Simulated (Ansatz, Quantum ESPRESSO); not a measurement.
## SmAl (Pm-3m): electron-phonon coupling

Aim: phonons of metallic SmAl (Pm-3m) and how strongly they couple to the electrons.

Calculated with Quantum ESPRESSO 7.5; DFT PBEsol, scalar-relativistic, plane waves, PseudoDojo norm-conserving, 4f in core pseudopotentials.

## Step 1: The structure

It takes space group Pm-3m (No. 221, cubic). The conventional cell has a = 3.671 Å, b = 3.671 Å, c = 3.671 Å, α = 90.00°, β = 90.00°, γ = 90.00°. Sm has 8 Al at 3.18 Å nearest. Nearest to Al lie 8 Sm at 3.18 Å. Farther neighbours are not listed.

## Step 2: A first look

A cheap run with smearing and empty bands tells whether the crystal has a gap, which decides between fixed occupations and smearing later on.

File probe.in:

```
&control
   calculation = 'scf'
   prefix = 'x'
   outdir = './tmp'
   pseudo_dir = './pseudo'
   tprnfor = .true.
   tstress = .true.
   verbosity = 'high'
/
&system
   ibrav = 1
   celldm(1) = 6.9373817
   nat = 2
   ntyp = 2
   ecutwfc = 42.0
   input_dft = 'pbesol'
   occupations = 'smearing'
   smearing = 'gaussian'
   degauss = 0.01
/
&electrons
   conv_thr = 1.0d-07
   mixing_beta = 0.7
   electron_maxstep = 100
/
ATOMIC_SPECIES
 Sm    150.3600  Sm.upf
 Al     26.9815  Al.upf
ATOMIC_POSITIONS crystal
 Sm     0.500000000   0.500000000   0.500000000
 Al     0.000000000   0.000000000   0.000000000
K_POINTS automatic
 6 6 6 0 0 0
```

Command:

```
> OMP_NUM_THREADS=1 mpirun -n 4 pw.x -nk 4 -in probe.in > probe.out
```

Output:

```text
[banners, grids, parts of the stress and lines that vanish by symmetry left out]
Program PWSCF v.7.5
     IMPORTANT: XC functional enforced from input :
     Exchange-correlation= PBESOL
                           (   1   4  10   8   0   0   0)
[...]
kinetic-energy cutoff     =      42.0000  Ry
     charge density cutoff     =     168.0000  Ry
     scf convergence threshold =      1.0E-07
[...]
Exchange-correlation= PBESOL
                           (   1   4  10   8   0   0   0)
[...]
48 Sym. Ops., with inversion, found
[...]
(     0          1          0      )
                  (     0          0          1      )
[...]
(  0.0000000  1.0000000  0.0000000 )
                  (  0.0000000  0.0000000  1.0000000 )
[...]
(     0         -1          0      )
[...]
(  0.0000000 -1.0000000  0.0000000 )
[...]
(     0          0          1      )
                  (     1          0          0      )
[...]
( -1.0000000  0.0000000  0.0000000 )
                  (  0.0000000  1.0000000  0.0000000 )
[...]
number of k points=    20  Gaussian smearing, width (Ry)=  0.0100
[...]
End of self-consistent calculation
[...]
the Fermi energy is     9.6740 ev
!    total energy              =     -84.65661732 Ry
[...]
convergence has been achieved in   7 iterations
[...]
atom    1 type  1   force =     0.00000000    0.00000000    0.00000000
     atom    2 type  2   force =     0.00000000    0.00000000    0.00000000
[...]
Total force =     0.000000     Total SCF correction =     0.000000
[...]
total   stress  (Ry/bohr**3)                   (kbar)     P=      -26.26
[...]
XML data file, charge density, pseudopotentials, collected wavefunctions

   JOB DONE.
```

The job ended after 3.6 s (4 MPI ranks of Arm Neoverse N1, shared host; 12 s of CPU time).

Read from the output:

* volume per atom: 24.74 Å³
* pressure: -2.626 GPa
* gap on the k-mesh: 0 eV

No gap opens on this mesh, so smearing is kept; the start stands at -2.6 GPa.

## Step 3: Relaxing the cell and atoms

Frequencies change by per cents with a per cent of volume, so the structure is first brought to rest at this level of theory.

File relax.in:

```
&control
   calculation = 'vc-relax'
   prefix = 'x'
   outdir = './tmp'
   pseudo_dir = './pseudo'
   tprnfor = .true.
   tstress = .true.
   forc_conv_thr = 2.0d-05
   etot_conv_thr = 1.0d-07
   nstep = 40
/
&system
   ibrav = 1
   celldm(1) = 6.9373817
   nat = 2
   ntyp = 2
   ecutwfc = 42.0
   input_dft = 'pbesol'
   occupations = 'smearing'
   smearing = 'gaussian'
   degauss = 0.02
/
&electrons
   conv_thr = 1.0d-11
   mixing_beta = 0.7
   electron_maxstep = 100
/
&ions
/
&cell
   press_conv_thr = 0.1
/
ATOMIC_SPECIES
 Sm    150.3600  Sm.upf
 Al     26.9815  Al.upf
ATOMIC_POSITIONS crystal
 Sm     0.500000000   0.500000000   0.500000000
 Al     0.000000000   0.000000000   0.000000000
K_POINTS automatic
 8 8 8 0 0 0
```

Command:

```
> OMP_NUM_THREADS=1 mpirun -n 4 pw.x -nk 4 -in relax.in > relax.out
```

Output:

```text
[banners, grids, parts of the stress and lines that vanish by symmetry left out]
[banner, memory and clock lines left out]
Program PWSCF v.7.5

[...]
Exchange-correlation= PBESOL
                           (   1   4  10   8   0   0   0)
[...]
kinetic-energy cutoff     =      42.0000  Ry
     charge density cutoff     =     168.0000  Ry
     scf convergence threshold =      1.0E-11
[...]
energy convergence thresh.=      1.0E-07
     force convergence thresh. =      2.0E-05
     press convergence thresh. =      1.0E-01
     Exchange-correlation= PBESOL
                           (   1   4  10   8   0   0   0)
[...]
48 Sym. Ops., with inversion, found
[...]
number of k points=    35  Gaussian smearing, width (Ry)=  0.0200
[...]
End of self-consistent calculation
[...]
the Fermi energy is     9.6342 ev
!    total energy              =     -84.65788882 Ry
[...]
convergence has been achieved in  10 iterations
[...]
atom    1 type  1   force =     0.00000000    0.00000000    0.00000000
     atom    2 type  2   force =     0.00000000    0.00000000    0.00000000
     Total force =     0.000000     Total SCF correction =     0.000000
[...]
total   stress  (Ry/bohr**3)                   (kbar)     P=      -25.93
[...]
number of bfgs steps    =   0
[...]
CELL_PARAMETERS (alat=  6.93738170)
[...]
ATOMIC_POSITIONS (crystal)
Sm               0.5000000000        0.5000000000        0.5000000000
Al               0.0000000000        0.0000000000        0.0000000000
[...]
New effective cutoffs (rho, wfc):  168.82   42.36
[...]
End of self-consistent calculation
[...]
the Fermi energy is     9.7890 ev
!    total energy              =     -84.65854743 Ry
[...]
convergence has been achieved in   6 iterations
[...]
atom    1 type  1   force =     0.00000000    0.00000000    0.00000000
     atom    2 type  2   force =     0.00000000    0.00000000    0.00000000
     Total force =     0.000000     Total SCF correction =     0.000000
[...]
total   stress  (Ry/bohr**3)                   (kbar)     P=      -18.08
[...]
number of bfgs steps    =   1
[...]
CELL_PARAMETERS (alat=  6.93738170)
[...]
ATOMIC_POSITIONS (crystal)
Sm               0.5000000000        0.5000000000        0.5000000000
Al               0.0000000000        0.0000000000        0.0000000000
[...]
New effective cutoffs (rho, wfc):  171.09   42.93
[...]
End of self-consistent calculation
[...]
the Fermi energy is    10.0260 ev
!    total energy              =     -84.65907513 Ry
[...]
convergence has been achieved in   7 iterations
[...]
atom    1 type  1   force =     0.00000000    0.00000000    0.00000000
     atom    2 type  2   force =     0.00000000    0.00000000    0.00000000
     Total force =     0.000000     Total SCF correction =     0.000000
[...]
total   stress  (Ry/bohr**3)                   (kbar)     P=       -5.54
[...]
number of bfgs steps    =   2
[...]
CELL_PARAMETERS (alat=  6.93738170)
[...]
ATOMIC_POSITIONS (crystal)
[...]
New effective cutoffs (rho, wfc):  172.08   43.18
[...]
End of self-consistent calculation
[...]
the Fermi energy is    10.1305 ev
!    total energy              =     -84.65912635 Ry
[...]
convergence has been achieved in   7 iterations
[...]
atom    1 type  1   force =     0.00000000    0.00000000    0.00000000
     atom    2 type  2   force =     0.00000000    0.00000000    0.00000000
     Total force =     0.000000     Total SCF correction =     0.000000
[...]
total   stress  (Ry/bohr**3)                   (kbar)     P=        0.20
[...]
number of bfgs steps    =   3
[...]
CELL_PARAMETERS (alat=  6.93738170)
[...]
ATOMIC_POSITIONS (crystal)
[...]
New effective cutoffs (rho, wfc):  172.05   43.17
[...]
End of self-consistent calculation
[...]
the Fermi energy is    10.1269 ev
!    total energy              =     -84.65912641 Ry
[...]
convergence has been achieved in   5 iterations
[...]
atom    1 type  1   force =     0.00000000    0.00000000    0.00000000
     atom    2 type  2   force =     0.00000000    0.00000000    0.00000000
     Total force =     0.000000     Total SCF correction =     0.000000
[...]
total   stress  (Ry/bohr**3)                   (kbar)     P=       -0.00
[...]
bfgs converged in   5 scf cycles and   4 bfgs steps
[...]
End of BFGS Geometry Optimization
     Final enthalpy           =     -84.6591264112 Ry
     File ./tmp/x.bfgs deleted, as requested
[...]
CELL_PARAMETERS (alat=  6.93738170)
[...]
ATOMIC_POSITIONS (crystal)
Sm               0.5000000000        0.5000000000        0.5000000000
Al               0.0000000000        0.0000000000        0.0000000000
[...]
Final scf calculation at the relaxed structure.
[...]
kinetic-energy cutoff     =      42.0000  Ry
     charge density cutoff     =     168.0000  Ry
     scf convergence threshold =      1.0E-13
[...]
press convergence thresh. =      1.0E-01
     Exchange-correlation= PBESOL
                           (   1   4  10   8   0   0   0)
[...]
48 Sym. Ops., with inversion, found
[...]
number of k points=    35  Gaussian smearing, width (Ry)=  0.0200
[...]
c_bands:  1 eigenvalues not converged
     c_bands:  1 eigenvalues not converged
[...]
End of self-consistent calculation
[...]
the Fermi energy is    10.1269 ev
!    total energy              =     -84.65886501 Ry
[...]
convergence has been achieved in  12 iterations
[...]
atom    1 type  1   force =     0.00000000    0.00000000    0.00000000
     atom    2 type  2   force =     0.00000000    0.00000000    0.00000000
     Total force =     0.000000     Total SCF correction =     0.000000
[...]
total   stress  (Ry/bohr**3)                   (kbar)     P=       -1.22
[...]
XML data file, charge density, pseudopotentials, collected wavefunctions
```

Wall time 25 s (4 MPI ranks).

Step by step:

| step | energy less that of the first step (eV) | largest force (eV/Å) | pressure (GPa) | volume (Å³) |
| --- | --- | --- | --- | --- |
| 1 | 0.0000 | 0.0000 | -2.59 | 49.48 |
| 2 | -0.0090 | 0.0000 | -1.81 | 48.82 |
| 3 | -0.0161 | 0.0000 | -0.55 | 47.86 |
| 4 | -0.0168 | 0.0000 | 0.02 | 47.44 |
| 5 | -0.0168 | 0.0000 | 0.00 | 47.46 |
| 6 | -0.0133 | 0.0000 | -0.12 | 47.46 |

| conventional cell, symmetrised | before | after | change |
| --- | --- | --- | --- |
| a (Å) | 3.671 | 3.620 | -1.4 % |
| b (Å) | 3.671 | 3.620 | -1.4 % |
| c (Å) | 3.671 | 3.620 | -1.4 % |
| volume (Å³/atom) | 24.74 | 23.73 | -4.1 % |

The relaxed structure:

```
Sm Al
1.0
     3.62050    0.00000    0.00000
     0.00000    3.62050    0.00000
     0.00000    0.00000    3.62050
Sm Al
1 1
Direct
  0.50000 0.50000 0.50000
  0.00000 0.00000 0.00000
```

The last row of the table of steps is pw.x's closing run on a basis chosen anew for the final cell, so its energy can jump.

This step gave:

- volume per atom: 23.73 Å³
- pressure: -0.122 GPa

The volume changes by -4.1 % from the cell with which this run began.

## Step 4: Ground state

The response is built on this ground state, so it is converged far tighter than an energy would need. Smearing stays on, as the first look found no gap above 0.3 eV.

File scf.in:

```
&control
   calculation = 'scf'
   prefix = 'x'
   outdir = './tmp'
   pseudo_dir = './pseudo'
   tprnfor = .true.
   tstress = .true.
/
&system
   ibrav = 1
   celldm(1) = 6.84175068
   nat = 2
   ntyp = 2
   ecutwfc = 42.0
   input_dft = 'pbesol'
   occupations = 'smearing'
   smearing = 'gaussian'
   degauss = 0.02
/
&electrons
   conv_thr = 1.0d-12
   mixing_beta = 0.7
   electron_maxstep = 100
/
ATOMIC_SPECIES
 Sm    150.3600  Sm.upf
 Al     26.9815  Al.upf
ATOMIC_POSITIONS crystal
 Sm     0.500000000   0.500000000   0.500000000
 Al     0.000000000   0.000000000   0.000000000
K_POINTS automatic
 8 8 8 0 0 0
```

Command:

```
> OMP_NUM_THREADS=1 mpirun -n 4 pw.x -nk 4 -in scf.in > scf.out
```

Output:

```text
[banners, grids, parts of the stress and lines that vanish by symmetry left out]
[banner, memory and clock lines left out]
Program PWSCF v.7.5

[...]
Exchange-correlation= PBESOL
                           (   1   4  10   8   0   0   0)
[...]
kinetic-energy cutoff     =      42.0000  Ry
     charge density cutoff     =     168.0000  Ry
     scf convergence threshold =      1.0E-12
[...]
Exchange-correlation= PBESOL
                           (   1   4  10   8   0   0   0)
[...]
48 Sym. Ops., with inversion, found
[...]
number of k points=    35  Gaussian smearing, width (Ry)=  0.0200
[...]
End of self-consistent calculation
[...]
the Fermi energy is    10.1269 ev
!    total energy              =     -84.65886501 Ry
[...]
convergence has been achieved in   9 iterations
[...]
atom    1 type  1   force =     0.00000000    0.00000000    0.00000000
     atom    2 type  2   force =     0.00000000    0.00000000    0.00000000
     Total force =     0.000000     Total SCF correction =     0.000000
[...]
total   stress  (Ry/bohr**3)                   (kbar)     P=       -1.21
[...]
XML data file, charge density, pseudopotentials, collected wavefunctions
```

Elapsed: 6.3 s, on 4 MPI ranks.

Numbers from this step:

- pressure: -0.121 GPa

The cell stands at -0.12 GPa, close enough for phonons.

## Step 5: Levels on a dense mesh

The coupling is a sum over pairs of states at the Fermi level and needs a much denser mesh than the density does.

scf_fit.in, as its differences from scf.in of step 4:

```diff
@@ -18,5 +18,6 @@
    degauss = 0.02
+   la2F = .true.
 /
 &electrons
-   conv_thr = 1.0d-12
+   conv_thr = 1.0d-10
    mixing_beta = 0.7
@@ -31,2 +32,2 @@
 K_POINTS automatic
- 8 8 8 0 0 0
+ 16 16 16 0 0 0
```

Command:

```
> OMP_NUM_THREADS=1 mpirun -n 4 pw.x -nk 4 -in scf_fit.in > scf_fit.out
```

Output:

```text
[banners, grids, parts of the stress and lines that vanish by symmetry left out]
[banner, memory and clock lines left out]
Program PWSCF v.7.5

[...]
Exchange-correlation= PBESOL
                           (   1   4  10   8   0   0   0)
[...]
kinetic-energy cutoff     =      42.0000  Ry
     charge density cutoff     =     168.0000  Ry
     scf convergence threshold =      1.0E-10
[...]
Exchange-correlation= PBESOL
                           (   1   4  10   8   0   0   0)
[...]
48 Sym. Ops., with inversion, found
[...]
number of k points=   165  Gaussian smearing, width (Ry)=  0.0200
[...]
End of self-consistent calculation
[...]
the Fermi energy is    10.1351 ev
!    total energy              =     -84.65876069 Ry
[...]
convergence has been achieved in   7 iterations
[...]
atom    1 type  1   force =     0.00000000    0.00000000    0.00000000
     atom    2 type  2   force =     0.00000000    0.00000000    0.00000000
     Total force =     0.000000     Total SCF correction =     0.000000
[...]
total   stress  (Ry/bohr**3)                   (kbar)     P=       -1.25
[...]
XML data file, charge density, pseudopotentials, collected wavefunctions
```

Run time: 17 s. Hardware: 4 MPI ranks.

This step gave:

```
pressure : -0.125 GPa
```

## Step 6: Self-consistent run for the response

The run on the dense mesh left its levels for the electron-phonon sums; ph.x needs the ground state on the coarse mesh, so pw.x runs once more in the same folder.

scf.in is that of step 4.

Command:

```
> OMP_NUM_THREADS=1 mpirun -n 4 pw.x -nk 4 -in scf.in > scf.out
```

Output:

```text
[banners, grids, parts of the stress and lines that vanish by symmetry left out]
[banner, memory and clock lines left out]
Program PWSCF v.7.5

[...]
Exchange-correlation= PBESOL
                           (   1   4  10   8   0   0   0)
[...]
kinetic-energy cutoff     =      42.0000  Ry
     charge density cutoff     =     168.0000  Ry
     scf convergence threshold =      1.0E-12
[...]
Exchange-correlation= PBESOL
                           (   1   4  10   8   0   0   0)
[...]
48 Sym. Ops., with inversion, found
[...]
number of k points=    35  Gaussian smearing, width (Ry)=  0.0200
[...]
End of self-consistent calculation
[...]
the Fermi energy is    10.1269 ev
!    total energy              =     -84.65886501 Ry
[...]
convergence has been achieved in   9 iterations
[...]
atom    1 type  1   force =     0.00000000    0.00000000    0.00000000
     atom    2 type  2   force =     0.00000000    0.00000000    0.00000000
     Total force =     0.000000     Total SCF correction =     0.000000
[...]
total   stress  (Ry/bohr**3)                   (kbar)     P=       -1.21
[...]
XML data file, charge density, pseudopotentials, collected wavefunctions
```

The job ended after 5.8 s (4 MPI ranks).

Numbers from this step:

| Property | Result |
| --- | --- |
| pressure | -0.121 GPa |

(Part 1 of 4 ends here.)

[Host names and launcher messages were left out of these logs when they were recorded.]

[Logs are printed without paths, hosts, clocks, repeated set-up lines and the standing remarks that a program may print on its own settings, such as how far it seeks lower states.]

[Hosts, paths, dates, database ids (printed as entryN), source tags and the programs' standing remarks are cut or masked in the printed files.]
